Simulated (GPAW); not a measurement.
## Magnetic state of Fe from several starts

Aim: find out whether Fe carries moments, and which collinear order costs least.

Calculated with GPAW 26.7.0; LDA; plane waves with GPAW's PAW setups, scalar-relativistic.

The database entry behind the starting cell differs from later determinations by our own check (an axis about 0.7 % long against later determinations), so it need not match the best structure at ambient conditions.

## Step 1: The starting structure

The structure is cubic, space group Im-3m (No. 229). Conventional cell: a = 2.886 Å, b = 2.886 Å, c = 2.886 Å, α = 90.00°, β = 90.00°, γ = 90.00°. Nearest to Fe lie 8 Fe at 2.50 Å.

Coordinates:

```
Fe
1.0
    -1.44300    1.44300    1.44300
     1.44300   -1.44300    1.44300
     1.44300    1.44300   -1.44300
Fe
1
Direct
  0.00000 0.00000 0.00000
```

## Step 2: Start 1: ferro +

The parallel start comes first: it fits the smallest cell, keeps the most symmetry and shows whether parallel moments form.

order1.py reads:

```python
import json
import numpy as np
from ase import Atoms
from ase.parallel import paropen, parprint
from gpaw import GPAW

atoms = Atoms(['Fe'],
    cell=[[-1.443, 1.443, 1.443],
         [1.443, -1.443, 1.443],
         [1.443, 1.443, -1.443]],
    scaled_positions=[[0.0, 0.0, 0.0]],
    pbc=True,
    magmoms=[2.8])
atoms.calc = GPAW(mode={'name': 'pw', 'ecut': 550},
    xc='LDA',
    kpts={'size': (14, 14, 14), 'gamma': True},
    occupations={'name': 'fermi-dirac', 'width': 0.1},
    convergence={'density': 1e-05, 'energy': 1e-05},
    maxiter=200,
    txt='order1.txt')
e = atoms.get_potential_energy(force_consistent=True)
res = {'free_energy': e, 'energy_sigma0': atoms.get_potential_energy(), 'fermi_energy': atoms.calc.get_fermi_level()}
res['moments'] = atoms.get_magnetic_moments().tolist()
res['total'] = atoms.get_magnetic_moment()
parprint('site moments (muB):', np.round(res['moments'], 3))
parprint(f"total moment: {res['total']:.3f} muB")
parprint(f'free energy: {e:.6f} eV')
atoms.calc.write('order1.gpw')
with paropen('results.json', 'w') as f:
    json.dump(res, f)
```

Started as:

```console
OMP_NUM_THREADS=1 mpirun -n 2 gpaw python order1.py > order1.log
```

Numbers of over 12 decimals in the logs are rounded to 6 here.

Output:

```text
site moments (muB): [2.226]
total moment: 2.228 muB
free energy: -10.001024 eV

--- order1.txt ---
Input parameters:
  mode=PW(ecut=550),
  convergence={'density': 1e-05, 'energy': 1e-05},
  kpts=MonkhorstPack(size=(14, 14, 14), gamma=True),
  maxiter=200,
  occupations=Occupations(name='fermi-dirac', width=0.1),
  xc=XC(name='LDA')

Diagonalizing LCAO Hamiltonian
Converting LCAO to pw mode

       Fe

Atoms  # Å, Bohr magnetons
|   | symbol |        x |        y |        z |    initial magnetic moments |
|---|--------|----------|----------|----------|-----------------------------|
| 0 |     Fe | 0.000000 | 0.000000 | 0.000000 | ( 0.0000,  0.0000,  2.8000) |

Unit cell  # Å
| periodic |         x |         y |         z |  lengths |     angles |
|----------|-----------|-----------|-----------|----------|------------|
|      yes | -1.443000 |  1.443000 |  1.443000 | 2.499349 | 109.471221 |
|      yes |  1.443000 | -1.443000 |  1.443000 | 2.499349 | 109.471221 |
|      yes |  1.443000 |  1.443000 | -1.443000 | 2.499349 | 109.471221 |

Number of symmetries: 48

BZ-sampling:
  Number of BZ points: 2744
  Number of IBZ points: 104

  Monkhorst-Pack size: [14, 14, 14]
  Monkhorst-Pack shift: [0.035714, 0.035714, 0.035714]

K-points  # in reciprocal-cell coordinates
|     |                                coordinates |     weight |
|-----|--------------------------------------------|------------|
|   0 | (  0.00000000,   0.00000000,   0.00000000) | 0.00036443 |
|   1 | (  0.07142857,   0.00000000,   0.00000000) | 0.00437318 |
|   2 | (  0.07142857,   0.07142857,  -0.07142857) | 0.00218659 |
|   3 | (  0.14285714,   0.00000000,  -0.07142857) | 0.00874636 |
|   4 | (  0.14285714,   0.00000000,   0.00000000) | 0.00437318 |
|   5 | (  0.14285714,   0.07142857,  -0.07142857) | 0.00874636 |
|   6 | (  0.14285714,   0.14285714,  -0.14285714) | 0.00218659 |
|   7 | (  0.21428571,  -0.07142857,  -0.07142857) | 0.00291545 |
|   8 | (  0.21428571,   0.00000000,  -0.07142857) | 0.01749271 |
|   9 | (  0.21428571,   0.00000000,   0.00000000) | 0.00437318 |
| ... |                                            |            |
| 103 | (  0.50000000,   0.50000000,   0.50000000) | 0.00036443 |

Plane wave coefficients: 370
Cutoff: 550.0 eV

Spin-components: 2 (collinear spins)
Bands:           9
Projectors:      6
Spin-degeneracy: 1
Datatype:        complex128

Parallelization:
  kpt:    2
  domain: 1
  band:   1

Density:
  Valence electrons: 8.0
  Components: 2
  Grid points: [14 14 14]
  Charge: 0.0  # |e|

Potential:
  Grid points: [14 14 14]

species:
  Fe:
    name:    Iron
    Z:       26.0
    valence: 8
    core:    18
    charge:  0.0  # [|e|]
    compensation charges:
      type: gauss
      rc: 0.33  # [Å]
      lmax: 2
    cutoffs:
      filter: 2.06  # [Å]
      core: 2.67  # [Å]
    projectors
    | kind |    occ | energy [eV] | rcut [Å] |
    |------|--------|-------------|----------|
    |   4s |  2.000 |      -5.481 |    1.164 |
    |   4p |  0.000 |      -1.431 |    1.058 |
    |   3d |  6.000 |      -7.753 |    1.058 |
    |    s |        |      21.730 |    1.164 |
    |    p |        |      25.780 |    1.058 |
    |    d |        |      19.459 |    1.058 |

    Using partial waves for Fe as LCAO basis

Reference energy: -34557.939371  # eV

eigensolver:
  PPCG
  Converge bands: occupied
  niter=2

density mixing:
  MSR1-Mixer
  Pratt-step length: 0.05
  Maximum mixing coefficient: 0.75
  Old densities: 10
  SVD Regularization: 0.005
  Good broyden scale: 1.0
  Trust region scale: 1.0
  Backstep threshold: 4.0
  History deletion threshold: 6.0
  Fourier metric: weight=20.0, sigma=0.015

occupation numbers:
  Fermi-Dirac:
    width: 0.1000  # eV

poisson solver:
  ecut: 4400.0  # eV

xc functional:
  name: None

convergence criteria:
- Maximum integral of absolute [dens]ity change: 1e-05 electrons / valence electron
- Maximum [total energy] change in last 3 cyles: 1e-05 eV / valence electron
- Maximum integral of absolute [eigenst]ate change: 4e-08 eV^2 / valence electron
maximum number of iterations: 200

SCF iterations
|iter     |      energy | eigst |  dens |  magmom |
|---------|-------------|-------|-------|---------|
|iter:   1|       0s |   -9.912137 | +0.57 |       |  +2.8044|
|iter:   2|       1s |   -9.913522 | -1.46 | -1.01 |  +2.7813|
|iter:   3|       3s |   -9.945369 | -1.47 | -1.06 |  +2.5817|
|iter:   4|       5s |   -9.963760 | -2.96 | -1.37 |  +2.4997|
|iter:   5|       6s |   -9.982873 | -2.75 | -1.51 |  +2.3280|
|iter:   6|       7s |   -9.984400 | -3.78 | -2.04 |  +2.2512|
|iter:   7|       9s |   -9.984572 | -3.90 | -2.34 |  +2.2249|
|iter:   8|      10s |   -9.984586 | -5.23 | -3.01 |  +2.2239|
|iter:   9|      12s |   -9.984590c| -5.71 | -3.29 |  +2.2281|
|iter:  10|      13s |   -9.984590c| -6.46 | -4.37 |  +2.2280|
|iter:  11|      15s |   -9.984590c| -6.95 | -4.60 |  +2.2281|
|iter:  12|      15s |   -9.984590c| -7.19 | -5.43c|  +2.2281|
|iter:  13|      16s |   -9.984590c| -7.56c| -5.96c|  +2.2281|

Converged in 13 steps
Energy contributions relative to reference atoms: (reference = -34557.939371)

Energy contributions:
  Kinetic:           3.180408
  Coulomb:          -2.686881
  Zero:              0.033254
  External:          0.000000
  Xc:              -10.494938
  Entropy:          -0.032868
  Spinorbit:         0.000000
  ----------------------------
  Free energy:     -10.001024
  Extrapolated:     -9.984590

dipole moment: (-3.559087, -3.559087, -3.559087)  # |e|*Ang

Total magnetic moment: (0.000000, 0.000000, 2.228078)

Local magnetic moments
|        x |        y |        z |
|----------|----------|----------|
| 0.000000 | 0.000000 | 2.226161 |  # Fe   0

Fermi level: 8.944
Eigenvalues  # (at kpt = [0.000, 0.000, 0.000])
| band index |      eig [eV] | occ [0-1] |      eig [eV] | occ [0-1] |
|------------|---------------|-----------|---------------|-----------|
|          0 |         0.644 |     1.000 |         1.020 |     1.000 |
|          1 |         6.748 |     1.000 |         8.658 |     0.946 |
|          2 |         6.748 |     1.000 |         8.658 |     0.946 |
|          3 |         6.748 |     1.000 |         8.658 |     0.946 |
|          4 |         7.991 |     1.000 |        10.390 |     0.000 |
|          5 |         7.991 |     1.000 |        10.390 |     0.000 |
|          6 |        17.351 |     0.000 |        19.285 |     0.000 |
|          7 |        17.351 |     0.000 |        19.285 |     0.000 |
|          8 |        17.351 |     0.000 |        19.285 |     0.000 |

No gap
No difference between direct/indirect transitions
```

Elapsed: 25 s, on 2 MPI ranks of Arm Neoverse N1, shared host; peak memory 0.31 GiB; 50 s of CPU time.

Read from the output:

| Quantity | Value |
| --- | --- |
| magnetization | 2.228 μB |
| final state | ferromagnetic |
| largest moment | 2.226 μB |

After 13 cycles the largest moment stands at 2.23 μB.

## Step 3: Order 2, typed as antiferro q=(0,0,1/2) +-

Another pattern of signs weighs the neighbour shells otherwise.

The cell is doubled to 2 atoms to hold this order. Its mesh is chosen so that both cells sample the same points.

order2.py reads:

```python
import json
import numpy as np
from ase import Atoms
from ase.parallel import paropen, parprint
from gpaw import GPAW

atoms = Atoms(['Fe', 'Fe'],
    cell=[[-1.443, 1.443, 1.443],
         [1.443, -1.443, 1.443],
         [2.886, 2.886, -2.886]],
    scaled_positions=[[0.0, 0.0, 0.0],
         [0.0, 0.0, 0.5]],
    pbc=True,
    magmoms=[2.8, -2.8])
atoms.calc = GPAW(mode={'name': 'pw', 'ecut': 550},
    xc='LDA',
    kpts={'size': (14, 14, 7), 'gamma': True},
    occupations={'name': 'fermi-dirac', 'width': 0.1},
    convergence={'density': 1e-05, 'energy': 1e-05},
    maxiter=200,
    txt='order2.txt')
e = atoms.get_potential_energy(force_consistent=True)
res = {'free_energy': e, 'energy_sigma0': atoms.get_potential_energy(), 'fermi_energy': atoms.calc.get_fermi_level()}
res['moments'] = atoms.get_magnetic_moments().tolist()
res['total'] = atoms.get_magnetic_moment()
parprint('site moments (muB):', np.round(res['moments'], 3))
parprint(f"total moment: {res['total']:.3f} muB")
parprint(f'free energy: {e:.6f} eV')
atoms.calc.write('order2.gpw')
with paropen('results.json', 'w') as f:
    json.dump(res, f)
```

Started as:

```console
OMP_NUM_THREADS=1 mpirun -n 2 gpaw python order2.py > order2.log
```

Output:

```text
site moments (muB): [ 1.953 -1.953]
total moment: 0.000 muB
free energy: -19.608039 eV

--- order2.txt ---
Input parameters:
  mode=PW(ecut=550),
  convergence={'density': 1e-05, 'energy': 1e-05},
  kpts=MonkhorstPack(size=(14, 14, 7), gamma=True),
  maxiter=200,
  occupations=Occupations(name='fermi-dirac', width=0.1),
  xc=XC(name='LDA')

Diagonalizing LCAO Hamiltonian
Converting LCAO to pw mode

       Fe

           Fe

Atoms  # Å, Bohr magnetons
|   | symbol |        x |        y |         z |    initial magnetic moments |
|---|--------|----------|----------|-----------|-----------------------------|
| 0 |     Fe | 0.000000 | 0.000000 |  0.000000 | ( 0.0000,  0.0000,  2.8000) |
| 1 |     Fe | 1.443000 | 1.443000 | -1.443000 | ( 0.0000,  0.0000, -2.8000) |

Unit cell  # Å
| periodic |         x |         y |         z |  lengths |     angles |
|----------|-----------|-----------|-----------|----------|------------|
|      yes | -1.443000 |  1.443000 |  1.443000 | 2.499349 | 109.471221 |
|      yes |  1.443000 | -1.443000 |  1.443000 | 2.499349 | 109.471221 |
|      yes |  2.886000 |  2.886000 | -2.886000 | 4.998699 | 109.471221 |

Number of symmetries: 4

BZ-sampling:
  Number of BZ points: 1372
  Number of IBZ points: 372

  Monkhorst-Pack size: [14, 14, 7]
  Monkhorst-Pack shift: [0.035714, 0.035714, 0.0]

Plane wave coefficients: 722
Cutoff: 550.0 eV

Spin-components: 2 (collinear spins)
Bands:           14
Projectors:      12
Spin-degeneracy: 1
Datatype:        complex128

Parallelization:
  kpt:    2
  domain: 1
  band:   1

Density:
  Valence electrons: 16.0
  Components: 2
  Grid points: [14 14 28]
  Charge: 0.0  # |e|

Potential:
  Grid points: [14 14 28]

[... setups left out ...]
Reference energy: -69115.878741  # eV

eigensolver:
  PPCG
  Converge bands: occupied
  niter=2

density mixing:
  MSR1-Mixer
  Pratt-step length: 0.05
  Maximum mixing coefficient: 0.75
  Old densities: 10
  SVD Regularization: 0.005
  Good broyden scale: 1.0
  Trust region scale: 1.0
  Backstep threshold: 4.0
  History deletion threshold: 6.0
  Fourier metric: weight=20.0, sigma=0.015

occupation numbers:
  Fermi-Dirac:
    width: 0.1000  # eV

poisson solver:
  ecut: 4400.0  # eV

xc functional:
  name: None

convergence criteria:
- Maximum integral of absolute [dens]ity change: 1e-05 electrons / valence electron
- Maximum [total energy] change in last 3 cyles: 1e-05 eV / valence electron
- Maximum integral of absolute [eigenst]ate change: 4e-08 eV^2 / valence electron
maximum number of iterations: 200

SCF iterations
|iter     |      energy | eigst |  dens |  magmom |
|---------|-------------|-------|-------|---------|
|iter:   1|       0s |  -19.489039 | +0.59 |       |  +0.0000|
|iter:   2|      13s |  -19.475988 | -1.28 | -1.01 |  +0.0000|
|iter:   3|      25s |  -19.490308 | -1.18 | -1.05 |  +0.0000|
|iter:   4|      37s |  -19.513728 | -2.16 | -1.37 |  -0.0000|
|iter:   5|      49s |  -19.544247 | -2.34 | -1.55 |  +0.0000|
|iter:   6|      61s |  -19.549371 | -2.67 | -1.88 |  -0.0000|
|iter:   7|      72s |  -19.550281 | -3.35 | -2.09 |  +0.0000|
|iter:   8|      84s |  -19.550113 | -3.76 | -2.46 |  -0.0000|
|iter:   9|      96s |  -19.550127 | -4.48 | -3.32 |  +0.0000|
|iter:  10|     108s |  -19.550124c| -4.81 | -3.72 |  -0.0000|
|iter:  11|     121s |  -19.550124c| -5.37 | -4.15 |  +0.0000|
|iter:  12|     133s |  -19.550125c| -5.76 | -4.18 |  -0.0000|
|iter:  13|     145s |  -19.550125c| -6.15 | -4.88 |  -0.0000|
|iter:  14|     157s |  -19.550125c| -6.52 | -5.11c|  +0.0000|
|iter:  15|     167s |  -19.550125c| -6.87 | -5.88c|  +0.0000|
|iter:  16|     177s |  -19.550125c| -7.14 | -6.14c|  +0.0000|
|iter:  17|     184s |  -19.550125c| -7.44c| -6.46c|  +0.0000|

Converged in 17 steps
Energy contributions relative to reference atoms: (reference = -69115.878741)

Energy contributions:
  Kinetic:           2.728398
  Coulomb:          -2.373444
  Zero:              0.067417
  External:          0.000000
  Xc:              -19.914584
  Entropy:          -0.115827
  Spinorbit:         0.000000
  ----------------------------
  Free energy:     -19.608039
  Extrapolated:    -19.550125

dipole moment: (-7.132190, -7.132190, -7.132161)  # |e|*Ang

Total magnetic moment: (0.000000, 0.000000, 0.000000)

Local magnetic moments
|        x |        y |         z |
|----------|----------|-----------|
| 0.000000 | 0.000000 |  1.952788 |  # Fe   0
| 0.000000 | 0.000000 | -1.952788 |  # Fe   1

Fermi level: 9.204
Eigenvalues  # (at kpt = [0.000, 0.000, 0.000])
| band index |      eig [eV] | occ [0-1] |      eig [eV] | occ [0-1] |
|------------|---------------|-----------|---------------|-----------|
|          0 |         0.827 |     1.000 |         0.827 |     1.000 |
|          1 |         4.728 |     1.000 |         4.728 |     1.000 |
|          2 |         6.203 |     1.000 |         6.203 |     1.000 |
|          3 |         7.292 |     1.000 |         7.292 |     1.000 |
|          4 |         7.452 |     1.000 |         7.452 |     1.000 |
|          5 |         8.048 |     1.000 |         8.048 |     1.000 |
|          6 |         8.057 |     1.000 |         8.057 |     1.000 |
|          7 |         8.382 |     1.000 |         8.382 |     1.000 |
|          8 |         9.427 |     0.097 |         9.427 |     0.097 |
|          9 |        10.085 |     0.000 |        10.085 |     0.000 |
|         10 |        10.225 |     0.000 |        10.225 |     0.000 |
|         11 |        10.519 |     0.000 |        10.519 |     0.000 |
|         12 |        16.416 |     0.000 |        16.416 |     0.000 |
|         13 |        17.636 |     0.000 |        17.564 |     0.000 |

No gap
No difference between direct/indirect transitions
```

Elapsed: 3.6 min, on 2 MPI ranks; peak memory 0.49 GiB; 7.2 min of CPU time.

This step gave:

```yaml
magnetization: 0 μB
final_state: antiferromagnetic
largest_moment: 1.953 μB
```

It lies 197 meV a seeded atom over the first start, and its largest moment is 1.95 μB against 2.23 μB.

(Continued in part 2 of 2.)

[Logs and program files are shortened in this print: banners, set-up blocks, solver, clock and traceback lines can be left out without a mark of their own.]

[Logs are printed without paths, hosts, clocks, repeated set-up lines and the standing remarks that a program may print on its own settings, such as how far it seeks lower states.]

[Hosts, paths, dates, database ids (printed as entryN), source tags and the programs' standing remarks are cut or masked in the printed files.]

[Where a cell is said to come from a database of computed structures, the database is the Materials Project.]
